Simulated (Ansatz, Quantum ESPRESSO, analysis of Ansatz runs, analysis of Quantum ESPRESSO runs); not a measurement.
## Vacancy with four H in Ge: local vibrational mode against experiment (Quantum ESPRESSO)

How near does this set-up come to the measured local vibrational mode? Subject: vacancy with four H in Ge. Set-up: QE: PBE, GBRV 1.5 PBE, 32-site cell, PBE lattice, k: 2x2x2 shifted, start relaxed with Ansatz. The model is a cell of 32 host atoms with 1 Ge taken out and 4 H put in. The frequencies come from force constants among the defect atom and its neighbours, with the masses of the isotopes named. Other potentials or another program check that the number doesn't hang on one set of files.

**The experiment.** Ge-H stretch, T2: 2061.5 cm⁻¹ at 9 K, by FTIR absorption, uniaxial stress, isotope substitution (“Hydrogen-Related Defects in Proton-Implanted Silicon and Germanium: An Infrared Absorption Spectroscopy Study”, 1998, Michael Budde, 1998 (PhD thesis, University of Aarhus)).

Program: Quantum ESPRESSO 7.5. Level of theory: Quantum ESPRESSO plane-wave DFT, PBE, GBRV 1.5 PBE potentials; relaxation of all atoms of a defect supercell. Results are calculated unless marked as measured.

## Step 1: Starting point

The cell holds 35 atoms: 31 Ge and 4 H. Its edges and angles: a = 9.968 Å, b = 9.968 Å, c = 9.968 Å, α = 109.5°, β = 109.5°, γ = 109.5°. It derives from Ge (space group Fd-3m). Nearest the centre at fractional (0.500, 0.500, 0.500): H32 at 1.13 Å, H33 at 1.13 Å, H34 at 1.13 Å, H35 at 1.13 Å, Ge31 at 2.68 Å, Ge25 at 2.68 Å, Ge26 at 2.68 Å, Ge22 at 2.68 Å.

The host's primitive cell comes from a first run (Quantum ESPRESSO plane-wave DFT, PBE, GBRV 1.5 PBE potentials; relaxation of cell and atoms of a defect-free cell): vectors of 4.070, 4.070 and 4.070 Å. That is 23.83 Å³ an atom, 5.3 % over the diffraction cell's volume. The supercell is built on it.

This program's steps are dear, so the start below was first relaxed with Ansatz (plane-wave PAW DFT, PBE; 20 s).

## Step 2: Relaxation, charge 0

Every later number rests on the structure around the defect, so the atoms are relaxed at the host's lattice first.

File pw.in:

```
&CONTROL
  calculation = 'relax'
  prefix = 'pwscf'
  outdir = './tmp'
  pseudo_dir = './pseudo'
  tprnfor = .true.
  disk_io = 'low'
  nstep = 70
  forc_conv_thr = 0.00039
  etot_conv_thr = 0.0001
/
&SYSTEM
  ibrav = 0
  nat = 35
  ntyp = 2
  ecutwfc = 45
  ecutrho = 360
  nbnd = 223
  occupations = 'smearing'
  smearing = 'fd'
  degauss = 0.00073499
/
&ELECTRONS
  conv_thr = 4d-08
  electron_maxstep = 100
  mixing_beta = 0.5
/
&IONS
  ion_dynamics = 'bfgs'
/
ATOMIC_SPECIES
Ge    72.6300 ge_pbe_v1.4.uspp.F.UPF
H      1.0080 h_pbe_v1.4.uspp.F.UPF
CELL_PARAMETERS angstrom
  -5.7552129536    5.7552129536    5.7552129536
   5.7552129536   -5.7552129536    5.7552129536
   5.7552129536    5.7552129536   -5.7552129536
ATOMIC_POSITIONS crystal
Ge     0.0000000000    0.0000000000    0.5000000000
Ge    -0.0046596880    0.2477355177    0.2477355177
Ge     0.0000000000    0.5000000000    0.0000000000
Ge     0.0046596880    0.7523952058    0.7523952058
Ge     0.2477355177   -0.0046596880    0.2477355177
Ge     0.2477355177    0.2477355177   -0.0046596880
Ge     0.2476047942    0.5000000000    0.7522644823
Ge     0.2476047942    0.7522644823    0.5000000000
Ge     0.5000000000    0.0000000000    0.0000000000
Ge     0.5000000000    0.2476047942    0.7522644823
Ge     0.5000000000    0.7522644823    0.2476047942
Ge     0.7523952058    0.0046596880    0.7523952058
Ge     0.7522644823    0.2476047942    0.5000000000
Ge     0.7522644823    0.5000000000    0.2476047942
Ge     0.7523952058    0.7523952058    0.0046596880
Ge     0.0009187433    0.0009187433    0.2523876207
Ge     0.0009187433    0.2523876207    0.0009187433
Ge    -0.0009187433    0.5000000000    0.7514688774
Ge    -0.0009187433    0.7514688774    0.5000000000
Ge     0.2523876207    0.0009187433    0.0009187433
Ge     0.2485311226    0.2485311226    0.7476123793
Ge     0.2313064529    0.5000000000    0.5000000000
Ge     0.2485311226    0.7476123793    0.2485311226
Ge     0.5000000000   -0.0009187433    0.7514688774
Ge     0.5000000000    0.2313064529    0.5000000000
Ge     0.5000000000    0.5000000000    0.2313064529
Ge     0.5000000000    0.7514688774   -0.0009187433
Ge     0.7514688774   -0.0009187433    0.5000000000
Ge     0.7476123793    0.2485311226    0.2485311226
Ge     0.7514688774    0.5000000000   -0.0009187433
Ge     0.7686935471    0.7686935471    0.7686935471
H      0.3863358157    0.5000000000    0.5000000000
H      0.5000000000    0.3863358157    0.5000000000
H      0.5000000000    0.5000000000    0.3863358157
H      0.6136641843    0.6136641843    0.6136641843
K_POINTS automatic
2 2 2 1 1 1
```

Run with:

```console
OMP_NUM_THREADS=1 mpirun -n 8 pw.x -nk 2 -in pw.in > pw.out
```

Output:

```text
This program is part of the open-source Quantum ESPRESSO suite
     for quantum simulation of materials; please cite
         "P. Giannozzi et al., J. Phys.:Condens. Matter 21 395502 (2009);
         "P. Giannozzi et al., J. Phys.:Condens. Matter 29 465901 (2017);
         "P. Giannozzi et al., J. Chem. Phys. 152 154105 (2020);
          URL
     in publications or presentations arising from this work. More details at

     Message from routine setup:
     using ibrav=0 with symmetry is DISCOURAGED, use correct ibrav instead

     K-points division:     npool     =       2
     Subspace diagonalization in iterative solution of the eigenvalue problem:
     one sub-group per band group will be used
     scalapack distributed-memory algorithm (size of sub-group:  2*  2 procs)

     --------------------
     sticks:   dense  smooth     PW     G-vecs:    dense   smooth      PW
     Min        2392    1199    319               148398    52470    7297
     Max        2393    1200    320               148399    52471    7300
     Sum        9569    4799   1279               593593   209883   29197

     Using Slab Decomposition

     bravais-lattice index     =            0
     lattice parameter (alat)  =      18.8374  a.u.
     unit-cell volume          =    5145.6564 (a.u.)^3
     number of atoms/cell      =           35
     number of atomic types    =            2
     number of electrons       =       438.00
     number of Kohn-Sham states=          223
     kinetic-energy cutoff     =      45.0000  Ry
     charge density cutoff     =     360.0000  Ry
     scf convergence threshold =      4.0E-08
     mixing beta               =       0.5000
     number of iterations used =            8  plain     mixing
     energy convergence thresh.=      1.0E-04
     force convergence thresh. =      3.9E-04
     Exchange-correlation=  SLA  PW   PBX  PBC
                           (   1   4   3   4   0   0   0)
     nstep                     =           70

     celldm(1)=  18.837397  celldm(2)=   0.000000  celldm(3)=   0.000000
     celldm(4)=   0.000000  celldm(5)=   0.000000  celldm(6)=   0.000000

     crystal axes: (cart. coord. in units of alat)
               a(1) = (  -0.577350   0.577350   0.577350 )
               a(2) = (   0.577350  -0.577350   0.577350 )
               a(3) = (   0.577350   0.577350  -0.577350 )

     reciprocal axes: (cart. coord. in units 2 pi/alat)
               b(1) = ( -0.000000  0.866025  0.866025 )
               b(2) = (  0.866025 -0.000000  0.866025 )
               b(3) = (  0.866025  0.866025  0.000000 )

     PseudoPot. # 1 for Ge read from file:
     ge_pbe_v1.4.uspp.F.UPF
     Pseudo is Ultrasoft + core correction, Zval = 14.0
     Generated by new atomic code, or converted to UPF format
     Using radial grid of  873 points,  6 beta functions with:
                l(1) =   0
                l(2) =   0
                l(3) =   1
                l(4) =   1
                l(5) =   2
                l(6) =   2
     Q(r) pseudized with  8 coefficients,  rinner =    1.400   1.400   1.400
                                                       1.400   1.400

     PseudoPot. # 2 for H  read from file:
     h_pbe_v1.4.uspp.F.UPF
     Pseudo is Ultrasoft, Zval =  1.0
     Generated by new atomic code, or converted to UPF format
     Using radial grid of  615 points,  2 beta functions with:
                l(1) =   0
                l(2) =   0
     Q(r) pseudized with  8 coefficients,  rinner =    0.700

     atomic species   valence    mass     pseudopotential
     Ge               14.00    72.63000     Ge( 1.00)
     H                 1.00     1.00800     H ( 1.00)

     24 Sym. Ops. (no inversion) found (18 have fractional translation)

   Cartesian axes

     site n.     atom                  positions (alat units)
         1        Ge     tau(   1) = (   0.2886751   0.2886751  -0.2886751  )
         2        Ge     tau(   2) = (   0.2887506  -0.0026903  -0.0026903  )
         3        Ge     tau(   3) = (   0.2886751  -0.2886751   0.2886751  )
         4        Ge     tau(   4) = (   0.8661009   0.0026903   0.0026903  )
         5        Ge     tau(   5) = (  -0.0026903   0.2887506  -0.0026903  )
         6        Ge     tau(   6) = (  -0.0026903  -0.0026903   0.2887506  )
         7        Ge     tau(   7) = (   0.5800405   0.2885997  -0.0026903  )
         8        Ge     tau(   8) = (   0.5800405  -0.0026903   0.2885997  )
         9        Ge     tau(   9) = (  -0.2886751   0.2886751   0.2886751  )
        10        Ge     tau(  10) = (   0.2885997   0.5800405  -0.0026903  )
        11        Ge     tau(  11) = (   0.2885997  -0.0026903   0.5800405  )
        12        Ge     tau(  12) = (   0.0026903   0.8661009   0.0026903  )
        13        Ge     tau(  13) = (  -0.0026903   0.5800405   0.2885997  )
        14        Ge     tau(  14) = (  -0.0026903   0.2885997   0.5800405  )
        15        Ge     tau(  15) = (   0.0026903   0.0026903   0.8661009  )
        16        Ge     tau(  16) = (   0.1457161   0.1457161  -0.1446552  )
[...]
24        Ge     tau(  24) = (   0.1446552   0.7230663  -0.1457161  )
        25        Ge     tau(  25) = (   0.1335448   0.4438054   0.1335448  )
        26        Ge     tau(  26) = (   0.1335448   0.1335448   0.4438054  )
        27        Ge     tau(  27) = (   0.1446552  -0.1457161   0.7230663  )
        28        Ge     tau(  28) = (  -0.1457161   0.7230663   0.1446552  )
        29        Ge     tau(  29) = (  -0.1446552   0.4316342   0.4316342  )
        30        Ge     tau(  30) = (  -0.1457161   0.1446552   0.7230663  )
        31        Ge     tau(  31) = (   0.4438054   0.4438054   0.4438054  )
        32        H      tau(  32) = (   0.3542992   0.2230511   0.2230511  )
        33        H      tau(  33) = (   0.2230511   0.3542992   0.2230511  )
        34        H      tau(  34) = (   0.2230511   0.2230511   0.3542992  )
        35        H      tau(  35) = (   0.3542992   0.3542992   0.3542992  )

     number of k points=     2  Fermi-Dirac smearing, width (Ry)=  0.0007
                       cart. coord. in units 2pi/alat
        k(    1) = (   0.4330127   0.4330127   0.4330127), wk =   0.5000000
        k(    2) = (   0.0000000   0.0000000   0.4330127), wk =   1.5000000

     Dense  grid:   593593 G-vectors     FFT dimensions: ( 120, 120, 120)

     Smooth grid:   209883 G-vectors     FFT dimensions: (  90,  90,  90)

     Initial potential from superposition of free atoms

     starting charge     437.9729, renormalised to     438.0000
     Starting wfcs are  283 randomized atomic wfcs

[...]
iteration #  7     ecut=    45.00 Ry     beta= 0.50
     Davidson diagonalization with overlap
     ethr =  7.43E-09,  avg # of iterations =  3.5

     total energy              =   -6627.72972281 Ry
     estimated scf accuracy    <       0.00000267 Ry

     iteration #  8     ecut=    45.00 Ry     beta= 0.50
     Davidson diagonalization with overlap
     ethr =  6.10E-10,  avg # of iterations =  3.0

     total energy              =   -6627.72972388 Ry
     estimated scf accuracy    <       0.00000020 Ry

     iteration #  9     ecut=    45.00 Ry     beta= 0.50
     Davidson diagonalization with overlap
     ethr =  4.52E-11,  avg # of iterations =  5.0

     total energy              =   -6627.72972398 Ry
     estimated scf accuracy    <       0.00000015 Ry

     iteration # 10     ecut=    45.00 Ry     beta= 0.50
     Davidson diagonalization with overlap
     ethr =  3.32E-11,  avg # of iterations =  3.0

     End of self-consistent calculation

          k = 0.4330 0.4330 0.4330 ( 26284 PWs)   bands (ev):

   -17.2627 -17.2608 -17.2608 -17.2608 -17.2577 -17.2577 -17.2577 -17.2552
   -17.2552 -17.2536 -17.2536 -17.2536 -17.2484 -17.2484 -17.2484 -17.2457
   -17.2394 -17.2394 -17.2394 -17.2391 -17.2391 -17.2298 -17.2298 -17.2298
   -17.2221 -17.2221 -17.2213 -17.2213 -17.2213 -17.2146 -17.2129 -17.2129
   -17.2129 -17.1899 -17.1899 -17.1899 -17.1751 -17.1751 -17.1751 -17.1686
   -17.1686 -17.1686 -17.1655 -17.1655 -17.1631 -17.1573 -17.1573 -17.1573
   -17.1562 -17.1562 -17.1562 -17.1449 -17.1449 -17.1299 -17.1287 -17.1287
   -17.1287 -17.1239 -17.1239 -17.1239 -17.1133 -17.1133 -17.1133 -17.1039
   -17.1039 -17.1039 -17.1035 -17.1035 -17.1033 -17.1029 -17.1029 -17.1029
   -17.0923 -17.0923 -17.0923 -17.0915 -17.0915 -17.0915 -17.0833 -17.0833
   -17.0753 -17.0753 -17.0753 -17.0676 -17.0676 -17.0676 -17.0637 -17.0489
   -17.0489 -17.0489 -17.0489 -17.0486 -17.0486 -17.0401 -17.0401 -17.0401
   -17.0277 -17.0277 -17.0277 -17.0265 -17.0265 -17.0265 -17.0178 -17.0178
   -17.0178 -17.0165 -17.0165 -17.0165 -17.0134 -17.0134 -17.0098 -16.9957
   -16.9957 -16.9957 -16.9873 -16.9873 -16.9731 -16.9731 -16.9731 -16.9628
   -16.9624 -16.9624 -16.9624 -16.9580 -16.9580 -16.9580 -16.9511 -16.9511
[...]
6.6591   6.6591   6.6591   8.0675   8.0675   8.0675   8.3070

          k = 0.0000 0.0000 0.4330 ( 26259 PWs)   bands (ev):

[...]
-16.8773 -16.8768 -16.8767  -4.6531  -3.7692  -3.7689  -3.7689  -3.5976
    -3.0855  -3.0579  -3.0579  -2.9293  -2.7324  -2.2332  -2.2332  -2.2226
    -1.9857  -1.2359  -1.2359  -1.1669  -0.9255  -0.0823  -0.0823  -0.0456
     0.0919   0.5084   0.5121   0.5121   0.5797   0.9940   2.0591   2.0591
     2.1824   2.5556   3.4000   3.4000   3.4302   3.5880   4.0049   4.1132
     4.1132   4.2216   4.5634   4.6060   4.6060   4.7867   4.7876   4.7956
     4.7956   4.8593   4.8593   4.8967   4.9093   5.0155   5.0155   5.0315
     5.1639   5.8218   5.9101   5.9101   5.9892   6.0322   6.0322   6.0565
     6.1885   6.6363   6.6363   8.2363   8.7751   8.7751   8.9151

     the Fermi energy is     7.3665 ev

!    total energy              =   -6627.72972401 Ry
     estimated scf accuracy    <          5.1E-09 Ry
     smearing contrib. (-TS)   =       0.00000000 Ry
     internal energy E=F+TS    =   -6627.72972401 Ry

     The total energy is F=E-TS. E is the sum of the following terms:
     one-electron contribution =   -4519.90351863 Ry
     hartree contribution      =    2650.97162086 Ry
     xc contribution           =   -1810.02870873 Ry
     ewald contribution        =   -2948.76911751 Ry

     convergence has been achieved in  10 iterations

     Forces acting on atoms (cartesian axes, Ry/au):

     atom    1 type  1   force =     0.00000000   -0.00000000   -0.00000000
     atom    2 type  1   force =     0.00003156   -0.00015411   -0.00015411
     atom    3 type  1   force =     0.00000000    0.00000000   -0.00000000
     atom    4 type  1   force =     0.00003156    0.00015411    0.00015411
     atom    5 type  1   force =    -0.00015411    0.00003156   -0.00015411
     atom    6 type  1   force =    -0.00015411   -0.00015411    0.00003156
     atom    7 type  1   force =     0.00015411   -0.00003156   -0.00015411
     atom    8 type  1   force =     0.00015411   -0.00015411   -0.00003156
     atom    9 type  1   force =    -0.00000000   -0.00000000   -0.00000000
     atom   10 type  1   force =    -0.00003156    0.00015411   -0.00015411
     atom   11 type  1   force =    -0.00003156   -0.00015411    0.00015411
     atom   12 type  1   force =     0.00015411    0.00003156    0.00015411
     atom   13 type  1   force =    -0.00015411    0.00015411   -0.00003156
     atom   14 type  1   force =    -0.00015411   -0.00003156    0.00015411
     atom   15 type  1   force =     0.00015411    0.00015411    0.00003156
     atom   16 type  1   force =     0.00001263    0.00001263   -0.00000440
[...]
atom   28 type  1   force =    -0.00001263    0.00001263    0.00000440
     atom   29 type  1   force =    -0.00000440   -0.00001263   -0.00001263
     atom   30 type  1   force =    -0.00001263    0.00000440    0.00001263
     atom   31 type  1   force =    -0.00005971   -0.00005971   -0.00005971
     atom   32 type  2   force =     0.00000208   -0.00000208   -0.00000208
     atom   33 type  2   force =    -0.00000208    0.00000208   -0.00000208
     atom   34 type  2   force =    -0.00000208   -0.00000208    0.00000208
     atom   35 type  2   force =     0.00000208    0.00000208    0.00000208

     Total force =     0.000793     Total SCF correction =     0.000496
     SCF correction compared to forces is large: reduce conv_thr to get better values

     BFGS Geometry Optimization
     Energy error            =      6.3E-07 Ry
     Gradient error          =      1.5E-04 Ry/Bohr

     bfgs converged in   1 scf cycles and   0 bfgs steps
     (criteria: energy <  1.0E-04 Ry, force <  3.9E-04 Ry/Bohr)

     End of BFGS Geometry Optimization

     Final energy             =   -6627.7297240148 Ry
Begin final coordinates

ATOMIC_POSITIONS (crystal)
Ge              -0.0000000000       -0.0000000000        0.5000000000
Ge              -0.0046596880        0.2477355177        0.2477355177
Ge               0.0000000000        0.5000000000        0.0000000000
Ge               0.0046596880        0.7523952058        0.7523952058
Ge               0.2477355177       -0.0046596880        0.2477355177
Ge               0.2477355177        0.2477355177       -0.0046596880
Ge               0.2476047942        0.5000000000        0.7522644823
Ge               0.2476047942        0.7522644823        0.5000000000
Ge               0.5000000000        0.0000000000       -0.0000000000
Ge               0.5000000000        0.2476047942        0.7522644823
Ge               0.5000000000        0.7522644823        0.2476047942
Ge               0.7523952058        0.0046596880        0.7523952058
Ge               0.7522644823        0.2476047942        0.5000000000
Ge               0.7522644823        0.5000000000        0.2476047942
Ge               0.7523952058        0.7523952058        0.0046596880
Ge               0.0009187433        0.0009187433        0.2523876207
[...]
Ge               0.7514688774       -0.0009187433        0.5000000000
Ge               0.7476123793        0.2485311226        0.2485311226
Ge               0.7514688774        0.5000000000       -0.0009187433
Ge               0.7686935471        0.7686935471        0.7686935471
H                0.3863358157        0.5000000000        0.5000000000
H                0.5000000000        0.3863358157        0.5000000000
H                0.5000000000        0.5000000000        0.3863358157
H                0.6136641843        0.6136641843        0.6136641843
End final coordinates

=------------------------------------------------------------------------------=
   JOB DONE.
=------------------------------------------------------------------------------=
```

The job ended after 89 s (8 MPI ranks of Arm Neoverse V2, shared host; peak memory 3.4 GiB; 12 min of CPU time).

Hardly anything moved in the relaxation; the energy changed by under 0.2 meV an atom.

Neighbours of the ideal centre at the end:

```csv
atom,distance (Å)
H32,1.133
H35,1.133
H34,1.133
H33,1.133
Ge31,2.678
Ge26,2.678
Ge25,2.678
Ge22,2.678
```

Neighbours of the added atoms: H32: Ge22 1.55, H34 1.85, H33 1.85 Å; H33: Ge25 1.55, H34 1.85, H32 1.85 Å; H34: Ge26 1.55, H33 1.85, H32 1.85 Å; H35: Ge31 1.55, H33 1.85, H32 1.85 Å.

(Part 1 of 2 ends here.)

[Logs are printed without paths, hosts, clocks, repeated set-up lines and the standing remarks that a program may print on its own settings, such as how far it seeks lower states.]

[Hosts, paths, dates, database ids (printed as entryN), source tags and the programs' standing remarks are cut or masked in the printed files.]

[For some hosts the program warned that the k-mesh of the response run may be too coarse for force constants and the static dielectric constant; such warnings are not shown here.]
